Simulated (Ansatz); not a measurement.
# NaLiHfN2: complex band structure, part 2 of 2

A new crystal, NaLiHfN2: structure, gap and complex bands. It is built by putting Na for part of the Li in the Li2HfN2 structure of space group P-3m1, with the volume rescaled by atomic radii. The parent structure comes from the Materials Project.

Ansatz 0.2.0; LDA DFT, plane waves, PAW files (the session's first sound run).

So far, gap on the k-mesh (eV): step 3 (the bulk crystal and its band edges) 1.35; step 4 (complex bands, plane (100), k-mesh 8×4×8) 1.35.

The structure was built from a prototype and need not be the compound's stable phase.

## (5) Decaying states in the gap, plane (001), k-mesh 8×8×4

The same for the (001) plane, at (0, 0) and (0.5, 0), to see how the decay depends on direction.

input.yaml reads:

```yaml
crystal:
  lattice:
    - [3.240369841, 0.0, 0.0]
    - [1.620184921, 2.8062426, 0.0]
    - [0.0, 0.0, 6.395569644]
  atoms:
    - { symbol: Li, position: [0.3333333333, 0.3333333333, 0.3128277902] }
    - { symbol: Na, position: [0.6666666667, 0.6666666667, 0.6200984836] }
    - { symbol: Hf, position: [0.0, 0.0, 0.0106195546] }
    - { symbol: "N", position: [0.3333333333, 0.3333333333, 0.8445125247] }
    - { symbol: "N", position: [0.6666666667, 0.6666666667, 0.2119416469] }
kpoints:
  mp_grid: { grid: [8, 8, 4] }
scf:
  occupations: { method: fixed }
hamiltonian:
  xc: lda
output:
  eigenvalues: true
  transmission:
    leads: [[0, 0]]
    kpoints: [[0.0, 0.0], [0.5, 0.0]]
    e_range: [-1.0, 2.35]
    de: 0.08
```

Command:

```sh
$ ansatz run input.yaml --threads 2 --pin off --max-ram 4096MiB --backend cpu --events-out ev --progress --plain --runs-dir out
```

It took 7.2 s on 2 threads of Arm Neoverse V2, shared host; peak memory 0.35 GiB; 11 s of CPU time.

This step gave:

```
decay constant at the filling level, zone centre          : 0.1454 Å⁻¹
decay constant at the filling level, slowest listed point : 0.1455 Å⁻¹
```

K parallel (0, 0); values up to 1.5 1/Å, a degenerate pair printed once or twice; energies at which all values exceed this have no row. Table of Im kz of the slowest decaying states by energy, zero at the highest filled level on the SCF mesh:

```csv
energy (eV),decay 1 (Å⁻¹),decay 2 (Å⁻¹),decay 3 (Å⁻¹),decay 4 (Å⁻¹)
-1.00,1.09,1.14,1.28,1.30
-0.84,0.0399,1.07,1.13,1.27
-0.68,0.0911,1.04,1.12,1.26
-0.52,0.117,1.01,1.10,1.25
-0.36,0.135,0.962,1.08,1.24
-0.20,0.146,0.889,1.05,1.22
-0.04,0.154,0.667,0.992,1.21
0.12,0.158,0.918,1.20,1.24
0.28,0.158,0.976,1.18,1.23
0.44,0.156,1.00,1.17,1.22
0.60,0.150,1.02,1.16,1.21
0.84,0.133,1.03,1.13,1.19
1.00,0.116,1.04,1.12,1.18
1.16,0.0886,1.04,1.10,1.17
1.32,0.0341,1.04,1.09,1.16
1.48,1.04,1.07,1.15,-
1.64,1.03,1.05,1.14,-
1.80,1.03,1.04,1.12,-
1.96,1.02,1.02,1.11,-
2.12,0.999,1.01,1.10,-
2.28,0.979,1.00,1.09,-
```

K parallel (0.5, 0); values up to 1.5 1/Å, a degenerate pair printed once or twice; energies at which all values exceed this have no row. Table of Im kz of the slowest decaying states by energy, zero at the highest filled level on the SCF mesh:

```
energy (eV)  decay 1 (Å⁻¹)  decay 2 (Å⁻¹)  decay 3 (Å⁻¹)  decay 4 (Å⁻¹)
      -1.00          0.530          0.762           1.19              -
      -0.76          0.178          0.514          0.736           1.32
      -0.52          0.263          0.695          0.716           1.37
      -0.28          0.310          0.697          0.777           1.37
      -0.04          0.338          0.679          0.828           1.36
       0.20          0.354          0.660          0.865           1.35
       0.44          0.361          0.641          0.892           1.34
       0.60          0.362          0.627          0.906           1.31
       0.84          0.356          0.606          0.924           1.21
       1.08          0.340          0.583          0.937           1.16
       1.32          0.311          0.558          0.947           1.12
       1.56          0.259          0.530          0.955           1.09
       1.80          0.132          0.500          0.960           1.05
       2.04          0.467          0.964           1.02           1.46
       2.28          0.240          0.431          0.965          0.986
```

At the listed wavevectors the last open channel is at -0.92 eV and the next at +1.40 eV on the grid, wider than the gap, since narrow bands can fall between grid energies. At +0.68 eV, the grid energy nearest the filling level (the middle of the gap on the SCF mesh), the slowest state at the listed wavevectors decays with κ = 0.145 Å⁻¹, its amplitude falling by e over 6.9 Å; the first such run, plane (100), gave 0.173 Å⁻¹.

## (6) Band edges at another level, cutoff 1197.3 eV

This step: LDA DFT, plane waves, norm-conserving files (Ansatz 0.2.0).

The edges again with norm-conserving files, at the same atoms. Against that run the cutoff is 1197 eV against 420.

input.yaml reads:

```yaml
crystal:
  lattice:
    - [3.2403698411, 0.0, 0.0]
    - [-1.6201849205, 2.8062426, 0.0]
    - [0.0, 0.0, 6.3955696445]
  atoms:
    - { symbol: Li, position: [0.6666666667, 0.3333333333, 0.3128277902] }
    - { symbol: Na, position: [0.3333333333, 0.6666666667, 0.6200984836] }
    - { symbol: Hf, position: [0.0, 0.0, 0.0106195546] }
    - { symbol: "N", position: [0.6666666667, 0.3333333333, 0.8445125247] }
    - { symbol: "N", position: [0.3333333333, 0.6666666667, 0.2119416469] }
kpoints:
  mp_grid: { grid: [8, 8, 4] }
  band_path: { path: [VBM, CBM], npoints: 30 }
scf:
  occupations: { method: fixed }
hamiltonian:
  xc: lda
  pseudopotentials: { kind: nc }
output:
  eigenvalues: true
```

Wall time 27 s (2 threads); peak memory 0.41 GiB; 54 s of CPU time.

Numbers from this step:

| Quantity | Value |
| --- | --- |
| free energy | -3540.5165 eV |
| Fermi energy | 9.029 eV |
| gap on the k-mesh | 1.397 eV |
| gap on path | 1.397 eV, by band count; negative where bands overlap |
| direct gap on path | 1.397 eV |

Levels at VBM (eV): -4.84, -2.86, -2.86, -0.88, 0.00, 0.00, 1.40, 3.55, 3.55, 4.40, 7.67.

The searched edges give 1.40 eV, as on the mesh.

For the gap on the k-mesh, step 3 gave 1.35 eV; this run, with LDA norm-conserving and cutoff 1197.3 eV, gives 1.40 eV.

## (7) Complex bands at another level, cutoff 1197.3 eV

This step: LDA DFT, plane waves, norm-conserving files; complex bands by layer matching along the plane's normal (Ansatz 0.2.0).

The complex bands at that level, over its own gap, at (0, 0) and (0.5, 0).

input.yaml reads:

```yaml
crystal:
  lattice:
    - [3.240369841, 0.0, 0.0]
    - [0.0, 6.395569645, 0.0]
    - [1.620184921, 0.0, 2.8062426]
  atoms:
    - { symbol: Li, position: [0.6666666667, 0.3128277902, 0.6666666667] }
    - { symbol: Na, position: [0.3333333333, 0.6200984836, 0.3333333333] }
    - { symbol: Hf, position: [0.0, 0.0106195546, 0.0] }
    - { symbol: "N", position: [0.6666666667, 0.8445125247, 0.6666666667] }
    - { symbol: "N", position: [0.3333333333, 0.2119416469, 0.3333333333] }
kpoints:
  mp_grid: { grid: [8, 4, 8] }
scf:
  occupations: { method: fixed }
hamiltonian:
  xc: lda
  pseudopotentials: { kind: nc }
output:
  eigenvalues: true
  transmission:
    leads: [[0, 0]]
    kpoints: [[0.0, 0.0], [0.5, 0.0]]
    e_range: [-1.0, 2.4]
    de: 0.08
```

The job ended after 3.3 min (2 threads; peak memory 1.9 GiB).

Numbers from this step:

```yaml
level_to_which_the_leads_are_filled: 0.6984 eV from the Fermi level
decay_constant_at_the_filling_level_zone_centre: 0.1752 Å⁻¹
decay_constant_at_the_filling_level_slowest_listed_point: 0.1752 Å⁻¹
```

K parallel (0, 0); values up to 1.5 1/Å, a degenerate pair printed once or twice; energies at which all values exceed this have no row. Im kz of the slowest decaying states against energy, zero at the highest filled level on the SCF mesh:

```csv
energy (eV),decay 1 (Å⁻¹),decay 2 (Å⁻¹),decay 3 (Å⁻¹),decay 4 (Å⁻¹)
-1.00,0.136,0.140,0.293,0.807
-0.84,0.147,0.316,0.780,1.02
-0.76,0.277,0.325,0.767,1.01
-0.60,0.341,0.406,0.738,0.997
-0.44,0.355,0.493,0.709,0.978
-0.36,0.0886,0.360,0.529,0.694
-0.20,0.192,0.370,0.597,0.664
-0.04,0.249,0.378,0.633,0.663
0.04,0.0493,0.0822,0.271,0.382
0.20,0.107,0.176,0.308,0.387
0.36,0.139,0.227,0.337,0.391
0.44,0.151,0.245,0.350,0.392
0.60,0.169,0.275,0.373,0.393
0.76,0.180,0.297,0.392,0.393
0.92,0.183,0.314,0.390,0.409
1.00,0.181,0.321,0.387,0.410
1.16,0.162,0.331,0.375,0.381
1.32,0.105,0.339,0.347,0.371
1.40,0.336,0.341,0.364,0.455
1.56,0.322,0.344,0.347,0.476
1.72,0.315,0.322,0.344,0.508
1.80,0.305,0.313,0.344,0.518
1.96,0.255,0.310,0.340,0.505
2.12,0.151,0.307,0.334,0.488
2.20,0.306,0.330,0.480,0.558
2.36,0.302,0.321,0.472,0.550
```

K parallel (0, 0). Re kz of states that move upwards against energy, zero at the highest filled level on the SCF mesh:

```csv
energy (eV),channel 1 (Å⁻¹),channel 2 (Å⁻¹),channel 3 (Å⁻¹),channel 4 (Å⁻¹)
-1.00,-0.866,-0.282,-,-
-0.84,-0.795,-0.540,-0.251,0.0875
-0.68,-0.724,-0.436,-,-
-0.52,-0.636,-0.355,-0.197,0.312
-0.36,-0.278,-0.158,-,-
-0.20,-0.197,-0.115,-,-
-0.04,-0.0840,-0.0499,-,-
0.04,-,-,-,-
0.20,-,-,-,-
0.36,-,-,-,-
0.52,-,-,-,-
0.68,-,-,-,-
0.84,-,-,-,-
1.00,-,-,-,-
1.16,-,-,-,-
1.32,-,-,-,-
1.56,0.176,-,-,-
1.72,0.263,-,-,-
1.88,0.336,-,-,-
2.04,0.402,-,-,-
2.20,-1.04,0.462,-,-
2.36,-0.830,0.520,-,-
```

K parallel (0.5, 0); values up to 1.5 1/Å, a degenerate pair printed once or twice; energies at which all values exceed this have no row. The Im kz of the slowest decaying states by energy, zero at the highest filled level on the SCF mesh:

```csv
energy (eV),decay 1 (Å⁻¹),decay 2 (Å⁻¹),decay 3 (Å⁻¹),decay 4 (Å⁻¹)
-1.00,0.570,1.07,1.10,1.42
-0.76,0.123,0.370,0.671,1.03
-0.52,0.197,0.467,0.747,0.975
-0.28,0.237,0.528,0.850,0.877
-0.04,0.262,0.570,0.859,1.22
0.20,0.278,0.599,0.849,1.22
0.44,0.286,0.616,0.837,1.22
0.68,0.289,0.624,0.824,1.23
0.92,0.284,0.625,0.810,1.23
1.16,0.273,0.620,0.797,1.24
1.40,0.253,0.611,0.784,1.26
1.64,0.223,0.598,0.770,1.28
1.88,0.176,0.581,0.755,1.31
2.12,0.0852,0.562,0.741,1.34
2.36,0.540,0.725,1.25,1.38
```

At the listed wavevectors the last open channel is at -0.04 eV and the next at +1.40 eV on the grid. At +0.68 eV, the grid energy nearest the filling level (the middle of the gap on the SCF mesh), the slowest state at the listed wavevectors decays with κ = 0.175 Å⁻¹, its amplitude falling by e over 5.7 Å; the first such run, plane (100), gave 0.173 Å⁻¹.

## (8) Summary of results

```yaml
band_gap: 1.35 eV
least_decay_constant_at_mid_gap_normal_to_100: 0.173 Å⁻¹
least_decay_constant_at_mid_gap_normal_to_001: 0.145 Å⁻¹
least_decay_constant_norm_conserving_files: 0.175 Å⁻¹
```

In words: With LDA, the slowest decay at the wavevectors tried is κ = 0.145 Å⁻¹, normal to (001). Through such a film the transmission near mid-gap falls as exp(−2κd), a factor of ten every 7.9 Å. The decay depends on direction: 1.2 times faster normal to (100). A free electron under a barrier of half the gap would need a mass of 0.12 mₑ to decay at this rate. With norm-conserving files the gap goes from 1.35 to 1.40 eV and the decay constant, over the first 2 listed wavevectors, from 0.173 to 0.175 Å⁻¹. The compound is made up by substitution; its stability against other phases and against distortions of the cell's symmetry was not tested. A semilocal functional narrows gaps, so real decay constants are likely larger.

[Logs are printed without paths, hosts, clocks, repeated set-up lines and the standing remarks that a program may print on its own settings, such as how far it seeks lower states.]

[Hosts, paths, dates, database ids (printed as entryN), source tags and the programs' standing remarks are cut or masked in the printed files.]
